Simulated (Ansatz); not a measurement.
# Ta3TlB, from a guessed structure to a relaxed one, part 2 of 2

Starting from a made-up structure for Ta3TlB, the aim is the relaxed cell, its shortest contacts and, where a second run follows, its electronic structure.

Ansatz 0.2.0; DFT, PBEsol, plane-wave PAW, files of the set soft_1, scalar-relativistic, no spin, cell and ions relaxed at zero pressure; PAW set soft_1 (the session's first sound run).

So far: Set-up; Relaxation of the guess. The relaxed cell has a = 4.363 Å (conventional setting).

### 3. Bands of the relaxed cell

A second self-consistent run takes a narrower smearing and the mesh shown in its input; the bands follow along the standard path of the relaxed lattice.

This step: DFT, PBEsol, plane-wave PAW, files of the set soft_1, scalar-relativistic, no spin, bands and density of states at the relaxed cell; PAW set soft_1 (Ansatz 0.2.0).

Contents of input.yaml:

```yaml
crystal:
  lattice:
    - [4.3634536686, 0.0, 0.0]
    - [0.0, 4.3634536686, 0.0]
    - [0.0, 0.0, 4.3634536686]
  atoms:
    - { symbol: Tl, position: [0.0, 0.0, 0.0] }
    - { symbol: Ta, position: [0.5, 0.5, 0.0] }
    - { symbol: Ta, position: [0.0, 0.5, 0.5] }
    - { symbol: Ta, position: [0.5, 0.0, 0.5] }
    - { symbol: B, position: [0.5, 0.5, 0.5] }
kpoints:
  mp_grid: { grid: [8, 8, 8] }
  band_path:
    path:
      - [[0.0, 0.0, 0.0], [0.0, 0.5, 0.0], [0.5, 0.5, 0.0], [0.0, 0.0, 0.0], [0.5, 0.5, 0.5], [0.0, 0.5, 0.0]]
      - [[0.5, 0.5, 0.0], [0.5, 0.5, 0.5]]
    npoints: 13
scf:
  occupations: { method: fermi_dirac, width: 0.03 }
  n_extra_bands: 9
hamiltonian:
  xc: pbesol
  pseudopotentials: { kind: paw, azcp: { folder: soft_1 }, xc_functional: pbe }
output:
  forces: true
  stress: true
  write_bands: true
  dos: { projected: true }
  write_density: true
  write_potential: true
  elf: true
  volumetric_format: npy
```

On the command line:

```
$ ansatz run input.yaml --threads 4 --pin off --max-ram 8192MiB --backend cpu --events-out ev --progress --plain --runs-dir out
```

Numbers of over 12 decimals in the logs are rounded to 6 here.

Log:

```text
[...]
Crystal: 5 atoms, lattice volume = 83.079 Å³
Basis set: ecut = 420 eV, 1647 PW (Γ), exchange–correlation on 60×60×60 points (8 copies of the dense FFT grid, shifted against one another)
Bands: 37, of which v1, the nominal top of the filled ones, is band 28 counted from 1 (27 counted from 0)
Symmetry: 48 space group operations
[...]
k-points: 35 of 512
[...]
SCF iter   1: F=—  HF=-40875.735305 eV  |F-HF|=—  |Δ(HF+E_count)|=         —  Δρ=8.38e-2  dr2=1.41e1  ethr=3.10e-3  ⟨swp⟩=5.9  Hψ=5303  notcnv=0
[...]
SCF iter   8: F=-40871.877253 eV  HF=-40871.877253 eV  |F-HF|=4.51e-10  |Δ(HF+E_count)|=   1.31e-8  Δρ=1.71e-6  dr2=2.07e-9  ethr=1.33e-10  ⟨swp⟩=5.3  Hψ=6909  notcnv=0
SCF 1 converged in 8 iterations: F = -40871.877253 eV  dr2 = 2.07e-9
[...]
NSCF: frozen V_eff on 80 k-points
SCF converged after 8 iterations
Free energy (F): -40871.877253 eV
[...]
Internal energy: -40871.861187 eV  (E = F + TS)
E sigma→0 (E₀):  -40871.869220 eV
Entropy (-TS):   -0.016065 eV (-3.213 meV/atom)
Fermi energy:    17.274975 eV
[...]
--- Stress (GPa, compression-positive) ---
       -0.021391      -0.000000       0.000000
        0.000000      -0.021391       0.000000
        0.000000       0.000000      -0.021391
  P = ⅓ Tr σ = -0.0214 GPa (-0.214 kbar)
--- Band table (eV; the first three rows and the last of 35) ---
  k-point 0: bands = [... 24 lower, 15.9930, 15.9930, 15.9930, 18.9348, 18.9348, 18.9348, 19.7297, 19.7297, ... 5 higher]
  k-point 1: bands = [... 24 lower, 15.8120, 15.8120, 15.8487, 18.0491, 18.7269, 18.7269, 18.8102, 19.9070, ... 5 higher]
  k-point 2: bands = [... 24 lower, 15.2900, 15.4250, 15.4250, 17.0559, 18.5205, 18.5667, 18.5667, 19.8121, ... 5 higher]
  k-point 34: bands = [... 24 lower, 15.2678, 16.9069, 16.9069, 16.9069, 17.1691, 17.1691, 17.1691, 19.6728, ... 5 higher]
```

It took 4.1 s on 4 threads of AMD EPYC 7B13 (Zen 3), shared host; peak memory 0.52 GiB; 13 s of CPU time.

Numbers from this step:

| Quantity | Value |
| --- | --- |
| free energy | -40871.8773 eV |
| energy at zero smearing | -40871.8692 eV |
| smearing term TS | 0.01607 eV |
| Fermi energy | 17.27 eV |
| pressure | -0.02139 GPa |

From bands.tsv, the bands that come nearest the Fermi level along the path, at its corners, in eV from the Fermi level:

```tsv
point	band 25	band 26	band 27	band 28	band 29	band 30	band 31	band 32
Γ	-1.28	-1.28	-1.28	1.66	1.66	1.66	2.45	2.45
X	-2.34	-2.34	-0.87	-0.19	0.85	1.17	1.20	1.20
M	-2.86	-0.46	-0.46	-0.30	-0.30	0.52	1.03	2.17
Γ	-1.28	-1.28	-1.28	1.66	1.66	1.66	2.45	2.45
R	-2.01	-0.37	-0.37	-0.37	-0.11	-0.11	-0.11	2.40
X	-2.34	-2.34	-0.87	-0.19	0.85	1.17	1.20	1.20
M	-2.86	-0.46	-0.46	-0.30	-0.30	0.52	1.03	2.17
R	-2.01	-0.37	-0.37	-0.37	-0.11	-0.11	-0.11	2.40
```

Counts of states for the cell as run, both spins, by energy window (eV from the Fermi level): Near the top, bands beyond those computed are missing, so counts there can be too low.

| from | to | total |
| --- | --- | --- |
| -8 | -7 | 1.56 |
| -7 | -6 | 0.09 |
| -6 | -5 | 1.67 |
| -5 | -4 | 2.08 |
| -4 | -3 | 3.00 |
| -3 | -2 | 5.15 |
| -2 | -1 | 2.36 |
| -1 | 0 | 2.58 |
| 0 | 1 | 4.43 |
| 1 | 2 | 3.56 |
| 2 | 3 | 4.44 |
| 3 | 4 | 1.97 |

A further 36.4 states lie below the table's range.

Valence density in the ac plane at fractional y = 0.500, with atoms of Ta and B within 0.2 Å of it. It is the smooth field of the valence electrons, not physical close to the nuclei.

Ten even steps from '0' (0.1 e/Å³) to '9' (4.5 e/Å³), each cell a mean:
```
00001799941000
00001367620000
00000122100000
10000001000001
54100011100024
98410111110169
89511110111279
99410111110269
86200111100137
21000001000011
00000011100000
00000245410000
00001699840000
00002898951000
```
Columns run along a (4.4 Å), rows up along c (4.4 Å). Atoms in or near the plane, at fractional coordinates: Ta at (0.50, 0.00), Ta at (0.00, 0.50), B at (0.50, 0.50).

Electrostatic potential energy in the ac plane at fractional y = 0.500, with atoms of Ta and B within 0.2 Å of it. With pseudopotentials it is smooth inside the atoms' cores, unlike the true potential.

Ten even steps from '0' (-50 eV) to '9' (20 eV), each cell a mean:
```
99986300147999
99997532368999
99998766789999
77899988899987
35789877899864
02578744588731
00478533478620
01478643478630
23689865789753
67899988899876
88999877789998
99998644578999
99987310257999
99986200037999
```
Columns run along a (4.4 Å; values clipped at the 3rd and 97th percentile), rows up along c (4.4 Å). Atoms in or near the plane, at fractional coordinates: Ta at (0.50, 0.00), Ta at (0.00, 0.50), B at (0.50, 0.50).

ELF in the ac plane at fractional y = 0.500, with atoms of Ta and B within 0.2 Å of it. It is the smooth field of the valence electrons, not physical close to the nuclei.

Ten even steps from '_' (0.02) to '@' (0.74), each cell a mean:
```
====--::**@@##==%%@@==::====
--====----##@@@@@@**----====
::--====----==++==----==--::
==----==++++++==++++++----==
@@%%==--##@@%%%%%%%%++--**@@
##@@##--**%%==::**%%++==@@%%
..##%%--****..__::%%==++@@==
==%%%%--**##--..==%%++==@@##
@@@@++--##@@##**%%@@++--##@@
**++--==**##******##++----**
::::--====----------====--::
--====----++%%%%##==--====--
======::++@@%%##@@%%----====
====--::**@@==..##@@==::--==
```
Columns run along a (4.4 Å), rows up along c (4.4 Å). Atoms in or near the plane, at fractional coordinates: Ta at (0.50, 0.00), Ta at (0.00, 0.50), B at (0.50, 0.50).

### 4. What came out

```
space group, relaxed : Pm-3m
conventional cell    : a = 4.363, b = 4.363, c = 4.363 Å; α = 90.0°, β = 90.0°, γ = 90.0°
volume per atom      : 16.62 Å³ (guess 16.47)
```

Ta3TlB relaxes to Pm-3m with a = 4.363, b = 4.363 and c = 4.363 Å. The guessed volume was near the relaxed one. The space group Pm-3m was held in the relaxation, so the end point is a stationary structure within it and may be a saddle against distortions or other arrangements. Bands cross the Fermi level, so it is a metal or semimetal at this level. The electron count is odd, which forces that without spin polarisation or a larger cell. On the 8×8×8 mesh with the narrower smearing (relaxed on 6×6×6) the forces vanish, as symmetry may demand, and the largest stress component is 0.021 GPa, within the relaxation's thresholds of 0.015 eV/Å and 0.05 GPa. The cutoff wasn't tested. Spin-orbit coupling is left out, which can matter for elements this heavy. No dispersion term is used, so weakly bound directions may come out too long. The runs have no spin, and magnetism wasn't tested. Nothing here tests whether the compound is stable against decomposition.

[Logs are printed without paths, hosts, clocks, repeated set-up lines and the standing remarks that a program may print on its own settings, such as how far it seeks lower states.]

[Hosts, paths, dates, database ids (printed as entryN), source tags and the programs' standing remarks are cut or masked in the printed files.]
